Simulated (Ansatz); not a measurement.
## RbSbS3 (model cell, started as cubic perovskite with Sb in the octahedra): following an unstable mode

Aim: this structure of RbSbS3 (model cell, started as cubic perovskite with Sb in the octahedra) is to be tested for unstable modes, and one is followed downhill.

Method: DFT PBEsol, scalar-relativistic, plane waves, PAW; PAW set soft_1, in Ansatz 0.2.0.

Report form: the programs' logs are mostly left out.

The structure was built from a prototype and need not be the compound's stable phase.

## (1) The structure

The structure is cubic, space group Pm-3m (No. 221). Conventional cell: a = 5.071 Å, b = 5.071 Å, c = 5.071 Å, α = 90.00°, β = 90.00°, γ = 90.00°. Nearest to Rb lie 12 S at 3.59 Å. Sb has 6 S at 2.54 Å nearest. Nearest to S lie 2 Sb at 2.54 Å and 4 Rb at 3.59 Å. Farther neighbours and most contacts between anions are not listed.

## (2) Phonons on a q mesh

The cell comes from relaxations at this level that are not shown. Stability and thermal properties need the whole zone. Linear response on a 2×2×2 q mesh gives force constants as far as a supercell of that size would.

Contents of input.yaml:

```yaml
crystal:
  lattice:
    - [5.0714313962, 0.0, 0.0]
    - [0.0, 5.0714313962, 0.0]
    - [0.0, 0.0, 5.0714313962]
  atoms:
    - { symbol: Rb, position: [0.0, 0.0, 0.0] }
    - { symbol: Sb, position: [0.5, 0.5, 0.5] }
    - { symbol: S, position: [0.5, 0.5, 0.0] }
    - { symbol: S, position: [0.5, 0.0, 0.5] }
    - { symbol: S, position: [0.0, 0.5, 0.5] }
kpoints:
  mp_grid: { grid: [8, 8, 8] }
hamiltonian:
  xc: pbesol
  pseudopotentials: { kind: paw, azcp: { folder: soft_1 }, xc_functional: pbe }
scf:
  occupations: { method: methfessel_paxton, width: 0.2 }
output:
  eigenvalues: true
phonons:
  method: dfpt
  qmesh: [2, 2, 2]
  temperatures: { t_max: 1000, t_step: 50 }
  qpath:
    path:
      - [[0.0, 0.0, 0.0], [0.0, 0.5, 0.0], [0.5, 0.5, 0.0], [0.0, 0.0, 0.0], [0.5, 0.5, 0.5], [0.0, 0.5, 0.0]]
      - [[0.5, 0.5, 0.5], [0.5, 0.5, 0.0]]
    npoints: 10
```

Run with:

```bash
> ansatz run input.yaml --threads 8 --pin off --max-ram 16384MiB --backend cpu --events-out ev --progress --plain --runs-dir out
```

Elapsed: 96 s, on 8 threads of Arm Neoverse V2, shared host; peak memory 1.4 GiB.

This step gave:

| Property | Result |
| --- | --- |
| volume per atom | 26.09 Å³ |
| gap on the k-mesh | 0 eV |
| sum-rule residual before enforcement | 1.62e-5 eV/Å² |
| lowest frequency on the path | -125.8 cm⁻¹ |
| point group | m-3m |
| highest frequency on the path or at a solved wavevector | 270.0 cm⁻¹ |
| highest optical mode at the zone centre (no LO-TO term) | 199.7 cm⁻¹ |
| lowest optical zone-centre mode | -79.32 cm⁻¹ |
| lowest mode on the q mesh (acoustic modes at Γ apart) | -125.8 cm⁻¹ |

Frequencies (cm⁻¹) solved at each irreducible wavevector; negative means imaginary. Frequencies by wavevector, by row:

| q in reciprocal lattice units | star | mode 1 | mode 2 | mode 3 | mode 4 | mode 13 | mode 14 | mode 15 |
| --- | --- | --- | --- | --- | --- | --- | --- | --- |
| 0 0 0 | 1 | -79.3 | -79.3 | -79.3 | -4.8 | 199.7 | 199.7 | 199.7 |
| 0 0 -0.5 | 3 | -125.8 | -112 | -74.2 | -74.2 | 212.1 | 212.1 | 243.2 |
| 0 -0.5 -0.5 | 3 | -120.3 | -120.3 | -73.8 | -73.8 | 218.5 | 224.3 | 245.3 |
| -0.5 -0.5 -0.5 | 1 | -71.6 | -71.6 | -71.6 | -62.2 | 219.5 | 219.5 | 270 |

Interpolated from a 2×2×2 q mesh. Phonon branches along the path, in cm⁻¹:

| point | branch 1 | branch 2 | branch 3 | branch 4 | branch 12 | branch 13 | branch 14 | branch 15 |
| --- | --- | --- | --- | --- | --- | --- | --- | --- |
| Γ | -79 | -79 | -79 | -5 | 76 | 200 | 200 | 200 |
| halfway | -94 | -89 | -77 | -77 | 109 | 206 | 206 | 222 |
| X | -126 | -112 | -74 | -74 | 150 | 212 | 212 | 243 |
| halfway | -120 | -91 | -90 | -74 | 151 | 215 | 221 | 242 |
| M | -120 | -120 | -74 | -74 | 151 | 218 | 224 | 245 |
| halfway | -92 | -91 | -80 | -76 | 110 | 210 | 218 | 228 |
| Γ | -79 | -79 | -79 | -5 | 76 | 200 | 200 | 200 |
| halfway | -83 | -83 | -80 | -78 | 111 | 218 | 218 | 238 |
| R | -72 | -72 | -72 | -62 | 151 | 220 | 220 | 270 |
| halfway | -98 | -90 | -84 | -80 | 152 | 217 | 222 | 250 |
| X | -126 | -112 | -74 | -74 | 150 | 212 | 212 | 243 |
| jump to R | -72 | -72 | -72 | -62 | 151 | 220 | 220 | 270 |
| halfway | -98 | -98 | -70 | -70 | 152 | 218 | 222 | 259 |
| M | -120 | -120 | -74 | -74 | 151 | 218 | 224 | 245 |

Symmetry leaves 4 wavevectors to solve. The lowest mode among them, the acoustic zeros apart, lies at q = (0, 0, -0.5) and is imaginary, 125.8i cm⁻¹, so the energy falls along it.

## (3) The mode frozen in, largest atomic shift 0 Å

The mode followed lies at q = (0, -0.5, -0.5) with frequency 120.3i cm⁻¹ and is 2-fold degenerate, one of the unstable modes though not the softest. At small amplitude the distorted cell has space group no. 51 by a symmetry search on the positions. The undistorted cell that holds it gives the zero of energy on the same k mesh.

System of this step: RbSbS3 (model cell, started as cubic perovskite with Sb in the octahedra). Symmetry: Pm-3m, No. 221, cubic system. Conventional cell: a = 5.071 Å, b = 5.071 Å, c = 5.071 Å, α = 90.00°, β = 90.00°, γ = 90.00°. Nearest to Rb lie 12 S at 3.59 Å. Nearest to Sb lie 6 S at 2.54 Å. Nearest to S lie 2 Sb at 2.54 Å and 4 Rb at 3.59 Å. S has 2 Sb at 2.54 Å and 4 Rb at 3.59 Å nearest. Farther neighbours and most contacts between anions are not listed.

Contents of input.yaml:

```yaml
crystal:
  lattice:
    - [-5.0714313962, 0.0, 0.0]
    - [0.0, -5.0714313962, -5.0714313962]
    - [0.0, -5.0714313962, 5.0714313962]
  atoms:
    - { symbol: Rb, position: [0.0, 0.5, 0.5] }
    - { symbol: Rb, position: [0.0, 1.0, 1.0] }
    - { symbol: Sb, position: [0.5, 0.0, 0.5] }
    - { symbol: Sb, position: [0.5, 0.5, 0.0] }
    - { symbol: S, position: [0.5, 0.75, 0.75] }
    - { symbol: S, position: [0.5, 0.25, 0.25] }
    - { symbol: S, position: [0.5, 0.75, 0.25] }
    - { symbol: S, position: [0.5, 0.25, 0.75] }
    - { symbol: S, position: [1.0, 0.0, 0.5] }
    - { symbol: S, position: [1.0, 0.5, 0.0] }
kpoints:
  mp_grid: { grid: [8, 6, 6] }
hamiltonian:
  xc: pbesol
  pseudopotentials: { kind: paw, azcp: { folder: soft_1 }, xc_functional: pbe }
scf:
  occupations: { method: methfessel_paxton, width: 0.2 }
output:
  forces: true
  stress: true
  eigenvalues: true
```

Elapsed: 4.8 s, on 8 threads; peak memory 1.1 GiB; 36 s of CPU time.

Numbers from this step:

| Item | Value |
| --- | --- |
| pressure | -0.1194 GPa |
| energy from the undistorted cell | 0 meV/atom |

The run ends at a pressure of -0.12 GPa.

## (4) The mode frozen in, largest atomic shift 0.45 Å

The atoms are moved along the unstable eigenvector, the largest shift by 0.45 Å, with the cell fixed.

input.yaml, the sections that differ from step 3:

```yaml
crystal:
  lattice:
    - [-5.0714313962, 0.0, 0.0]
    - [0.0, -5.0714313962, -5.0714313962]
    - [0.0, -5.0714313962, 5.0714313962]
  atoms:
    - { symbol: Rb, position: [0.0, 0.495985367, 0.5] }
    - { symbol: Rb, position: [0.0, 1.004014633, 1.0] }
    - { symbol: Sb, position: [0.5, 0.0072064488, 0.5] }
    - { symbol: Sb, position: [0.5, 0.4927935512, 0.0] }
    - { symbol: S, position: [0.5, 0.75, 0.75] }
    - { symbol: S, position: [0.5, 0.25, 0.25] }
    - { symbol: S, position: [0.5, 0.75, 0.25] }
    - { symbol: S, position: [0.5, 0.25, 0.75] }
    - { symbol: S, position: [1.0, -0.0627432428, 0.5] }
    - { symbol: S, position: [1.0, 0.5627432428, 0.0] }
# kpoints, hamiltonian, scf, output: as in step 3
```

It took 8.4 s on 8 threads; peak memory 1.3 GiB.

Numbers from this step:

- pressure: -0.1700 GPa
- energy from the undistorted cell: -11.39 meV/atom

The energy, extrapolated to zero smearing, is -11.39 meV/atom against the undistorted cell.

The run ends at a pressure of -0.17 GPa, with forces up to 0.25 eV/Å.

## (5) Energy along the mode, all amplitudes (two of the runs are shown above)

An imaginary frequency means negative curvature, so the energy should fall and then rise again as anharmonic terms take over.

Numbers from this step:

| Quantity | Value |
| --- | --- |
| depth at the lowest point sampled | 11.39 meV/atom |
| largest atomic shift at that point | 0.45 Å |

Table of energy from the parent by largest atomic shift:

| largest atomic shift (Å) | energy from the parent (meV/atom) |
| --- | --- |
| 0.000 | 0 |
| 0.040 | -0.326 |
| 0.080 | -1.24 |
| 0.140 | -3.30 |
| 0.220 | -6.43 |
| 0.320 | -9.68 |
| 0.450 | -11.4 |
| 0.600 | -2.81 |

Displacement at unit largest shift by atom:

| atom | x (Å) | y (Å) | z (Å) | size |
| --- | --- | --- | --- | --- |
| Rb1 | 0.000 | 0.045 | 0.045 | 0.064 |
| Rb2 | 0.000 | -0.045 | -0.045 | 0.064 |
| Sb3 | 0.000 | -0.081 | -0.081 | 0.115 |
| Sb4 | 0.000 | 0.081 | 0.081 | 0.115 |
| S5 | 0.000 | 0.000 | 0.000 | 0.000 |
| S6 | 0.000 | 0.000 | 0.000 | 0.000 |
| S7 | 0.000 | 0.000 | 0.000 | 0.000 |
| S8 | 0.000 | 0.000 | 0.000 | 0.000 |
| S9 | 0.000 | 0.707 | 0.707 | 1.000 |
| S10 | 0.000 | -0.707 | -0.707 | 1.000 |

The lowest of the steps tried is at 0.45 Å, 11.4 meV/atom below the parent; the bottom of the well need not coincide with a step.

## (6) Relaxation from the frozen mode

Starting from the lowest point found, all atoms and the cell are let go, so that strain and other modes of the same symmetry can join in.

input.yaml: that of step 4 with these lines changed.

```diff
@@ -27 +27,6 @@
   eigenvalues: true
+relax:
+  adjacent_minimum: "off"
+  f_tol: 0.002
+  max_steps: 120
+  cell: { stress_tol: 0.03 }
```

Elapsed: 47 s, on 8 threads; peak memory 1.4 GiB.

Step by step:

| step | energy less that of the first step (eV) | largest force component (eV/Å) | pressure (GPa) | volume (Å³) |
| --- | --- | --- | --- | --- |
| 1 | 0.0000 | 0.1796 | -0.17 | 260.87 |
| 2 | -0.1130 | 0.0693 | 0.09 | 258.11 |
| 3 | -0.1211 | 0.1276 | 0.21 | 256.17 |
| 4 | -0.1367 | 0.0125 | -0.06 | 258.17 |
| 5 | -0.1369 | 0.0018 | 0.00 | 257.82 |
| 6* | -0.1368 | 0.0018 | 0.00 | 257.82 |

Relaxation steps marked * repeat the geometry before them on a plane-wave basis chosen anew for their cell, so energy and pressure can jump there.

The run keeps the 8 symmetry operations that it works with, so distortions that break them were not tested.

| cell as run | before | after | change |
| --- | --- | --- | --- |
| a (Å) | 5.071 | 4.884 | -3.7 % |
| b (Å) | 7.172 | 7.416 | +3.4 % |
| c (Å) | 7.172 | 7.117 | -0.8 % |
| volume (Å³/atom) | 26.09 | 25.78 | -1.2 % |

The atoms that moved most (Å, as changes of fractional coordinates times the final cell):

| atom | dx | dy | dz | length |
| --- | --- | --- | --- | --- |
| S10 | 0.000 | -0.130 | -0.130 | 0.183 |
| S9 | 0.000 | 0.130 | 0.130 | 0.183 |
| Rb2 | 0.000 | -0.106 | -0.106 | 0.149 |
| Rb1 | 0.000 | 0.106 | 0.106 | 0.149 |

Numbers from this step:

* pressure: 2.56e-4 GPa
* volume per atom: 25.78 Å³

The distorted start has space group Pmma; the relaxation ends in Pmma.

## (7) The new phase in its own primitive cell

The relaxed structure is symmetrised, reduced to its primitive cell and relaxed tightly, as its phonons need.

input.yaml, the sections that differ from step 6:

```yaml
crystal:
  lattice:
    - [7.1173507704, 0.0, 0.0]
    - [0.0, 4.8843934042, 0.0]
    - [0.0, 0.0, 7.4163290301]
  atoms:
    - { symbol: Rb, position: [0.25, 0.0, 0.2258483547] }
    - { symbol: Rb, position: [0.75, 0.0, 0.7741516453] }
    - { symbol: Sb, position: [0.25, 0.5, 0.7572825414] }
    - { symbol: Sb, position: [0.75, 0.5, 0.2427174586] }
    - { symbol: S, position: [0.0, 0.5, 0.5] }
    - { symbol: S, position: [0.5, 0.5, 0.0] }
    - { symbol: S, position: [0.5, 0.5, 0.5] }
    - { symbol: S, position: [0.0, 0.5, 0.0] }
    - { symbol: S, position: [0.25, 0.0, 0.6625253414] }
    - { symbol: S, position: [0.75, 0.0, 0.3374746586] }
kpoints:
  mp_grid: { grid: [6, 8, 6] }
relax:
  adjacent_minimum: "off"
  f_tol: 0.001
  max_steps: 60
  cell: { stress_tol: 0.01 }
# hamiltonian, scf, output: as in step 6
```

It took 24 s on 8 threads; peak memory 1.4 GiB.

Little changed from the start: no atom moved by 0.005 Å and no cell edge by 0.1 %.

Numbers from this step:

```
pressure : -4.71e-5 GPa
```

The largest force component left is 0.87 meV/Å and the pressure is 0.000 GPa, within the tolerances set. The cell now holds 25.78 Å³/atom.

## (8) Modes of the new phase, k-mesh 6×8×6

A relaxed structure may still be a saddle point, so its zone-centre modes are computed. No field response is asked, since the mesh shows no gap.

input.yaml, the sections that differ from step 7:

```yaml
crystal:
  lattice:
    - [7.1164390647, 0.0, 0.0]
    - [0.0, 4.8841597798, 0.0]
    - [0.0, 0.0, 7.4175930687]
  atoms:
    - { symbol: Rb, position: [0.25, 0.0, 0.2258869984] }
    - { symbol: Rb, position: [0.75, 0.0, 0.7741130016] }
    - { symbol: Sb, position: [0.25, 0.5, 0.7573117083] }
    - { symbol: Sb, position: [0.75, 0.5, 0.2426882917] }
    - { symbol: S, position: [0.0, 0.5, 0.5] }
    - { symbol: S, position: [0.5, 0.5, 0.0] }
    - { symbol: S, position: [0.5, 0.5, 0.5] }
    - { symbol: S, position: [0.0, 0.5, 0.0] }
    - { symbol: S, position: [0.25, 0.0, 0.6625010902] }
    - { symbol: S, position: [0.75, 0.0, 0.3374989098] }
output:
  eigenvalues: true
phonons:
  method: dfpt
# kpoints, hamiltonian, scf: as in step 7
# relax: removed
```

It took 4.2 min on 8 threads; peak memory 4.1 GiB.

This step gave:

- sum-rule residual before enforcement: 3.99e-5 eV/Å²
- point group: mmm
- highest optical mode at the zone centre (no LO-TO term): 266.7 cm⁻¹
- lowest optical zone-centre mode: -97.16 cm⁻¹

Patterns of degenerate modes are one choice out of their space. The modes at Γ (shares of kinetic energy by element, %) (negative means imaginary):

| mode | frequency (cm⁻¹) | symmetry | Rb % | Sb % | S % |
| --- | --- | --- | --- | --- | --- |
| 1 | -97.2 | B3u | 0 | 1 | 99 |
| 2 | -66.1 | B2g | 1 | 1 | 98 |
| 3 | -62.1 | B3u | 5 | 50 | 45 |
| 4 | -60.1 | B2u | 1 | 22 | 76 |
| 5 | -51.3 | B1u | 3 | 34 | 63 |
| 6 | -32.0 | Au | 0 | 0 | 100 |
| 7 | 0.0 | acoustic | 28 | 40 | 32 |
| 8 | 0.0 | acoustic | 28 | 40 | 32 |
| 9 | 0.0 | acoustic | 28 | 40 | 32 |
| 10 | 29.9 | B2u | 29 | 22 | 50 |
| 11 | 36.0 | B3u | 7 | 0 | 93 |
| 12 | 47.1 | B3g | 5 | 78 | 17 |
| 13 | 52.6 | B1u | 13 | 8 | 80 |
| 14 | 62.8 | B3g | 95 | 4 | 1 |
| 15 | 64.3 | B2g | 97 | 2 | 1 |
| 16 | 70.9 | Ag | 91 | 2 | 6 |
| 17 | 77.7 | B3u | 54 | 4 | 42 |
| 18 | 80.9 | Au | 0 | 0 | 100 |
| 19 | 93.0 | B1u | 50 | 7 | 43 |
| 20 | 95.8 | B2u | 42 | 0 | 58 |
| 21 | 99.1 | B3u | 6 | 4 | 90 |
| 22 | 147.6 | Ag | 7 | 69 | 24 |
| 23 | 148.1 | B1u | 5 | 10 | 86 |
| 24 | 155.4 | B2g | 2 | 97 | 1 |
| 25 | 168.3 | B1u | 2 | 1 | 97 |
| 26 | 173.7 | Ag | 2 | 29 | 70 |
| 27 | 226.5 | B3u | 0 | 2 | 98 |
| 28 | 238.1 | B3g | 0 | 18 | 82 |
| 29 | 242.1 | B2u | 0 | 15 | 85 |
| 30 | 266.7 | B1u | 0 | 1 | 99 |

Displacements in mode 1 (-97.2 cm⁻¹), the largest set to 1:
```
Rb1 -0.04  0.00  0.00
Rb2 -0.04  0.00  0.00
Sb3 -0.05  0.00  0.00
Sb4 -0.05  0.00  0.00
S5  -0.49  0.00 -0.27
S6  -0.20  0.00  0.03
S7  -0.49  0.00  0.27
S8  -0.20  0.00 -0.03
S9   1.00  0.00  0.00
S10  1.00  0.00  0.00
```

Displacements in mode 24 (155.4 cm⁻¹), the largest set to 1:
```
Rb1 -0.16  0.00  0.00
Rb2  0.16  0.00  0.00
Sb3 -1.00  0.00  0.00
Sb4  1.00  0.00  0.00
S5   0.00  0.00  0.00
S6   0.00  0.00  0.00
S7   0.00  0.00  0.00
S8   0.00  0.00  0.00
S9  -0.23  0.00  0.00
S10  0.23  0.00  0.00
```

Before it was imposed, the acoustic sum rule was missed by 4.0e-5 eV/Å². Small misses are needed for a sound result but don't prove that mesh and cutoff are converged. The lowest optical mode is imaginary, 97.2i cm⁻¹, so the energy falls along it.

## (9) What came out

- unstable mode of the parent: q = (0, -0.5, -0.5), 120i cm⁻¹
- depth at the lowest point sampled: 11.4 meV/atom
- largest atomic shift at that point: 0.45 Å
- space group reached (within 0.01 Å): Pmma
- energy gained over the parent (first relaxation, on the mesh of the frozen mode): 25.1 meV/atom
- volume per atom, phase reached: 25.8 Å³
- lowest optical zone-centre mode, phase reached: -97.2 cm⁻¹
- highest optical mode at the zone centre (no LO-TO term), phase reached: 267 cm⁻¹

What this shows: Along this mode the structure falls into Pmma, 25.1 meV/atom below the parent. At the parent's cell the well is 11.39 meV/atom deep on the steps tried, with its lowest point at a shift of 0.45 Å. Relaxing atoms and cell changes the gain by +13.70 meV/atom against the lowest step (energies at zero smearing). The new phase still has an imaginary mode at the zone centre of its cell, so it is a saddle point on the way to a lower structure. Of the 4 patterns followed to their end from this parent, this one ends 12.3 meV/atom above the lowest, P4_2/mmc. Each path keeps the symmetry of its pattern, so a lower phase may lie along a pattern not tried. With no gap, or one that is small against the smearing, the frequencies hang on the k mesh and the smearing, most of all near Kohn anomalies. A semilocal functional can close a gap that the real compound would have, so the metallic treatment may be an artefact of the level. Spin-orbit coupling is left out, which can matter for the heavy elements here. The PAW files were made for PBE and serve the other functionals too. A phonon run warned that its eigensolver left some bands unconverged in a pass. The starting cell was built on a prototype and not taken from a measurement, so the phase need not exist.

[Logs are printed without paths, hosts, clocks, repeated set-up lines and the standing remarks that a program may print on its own settings, such as how far it seeks lower states.]

[Hosts, paths, dates, database ids (printed as entryN), source tags and the programs' standing remarks are cut or masked in the printed files.]
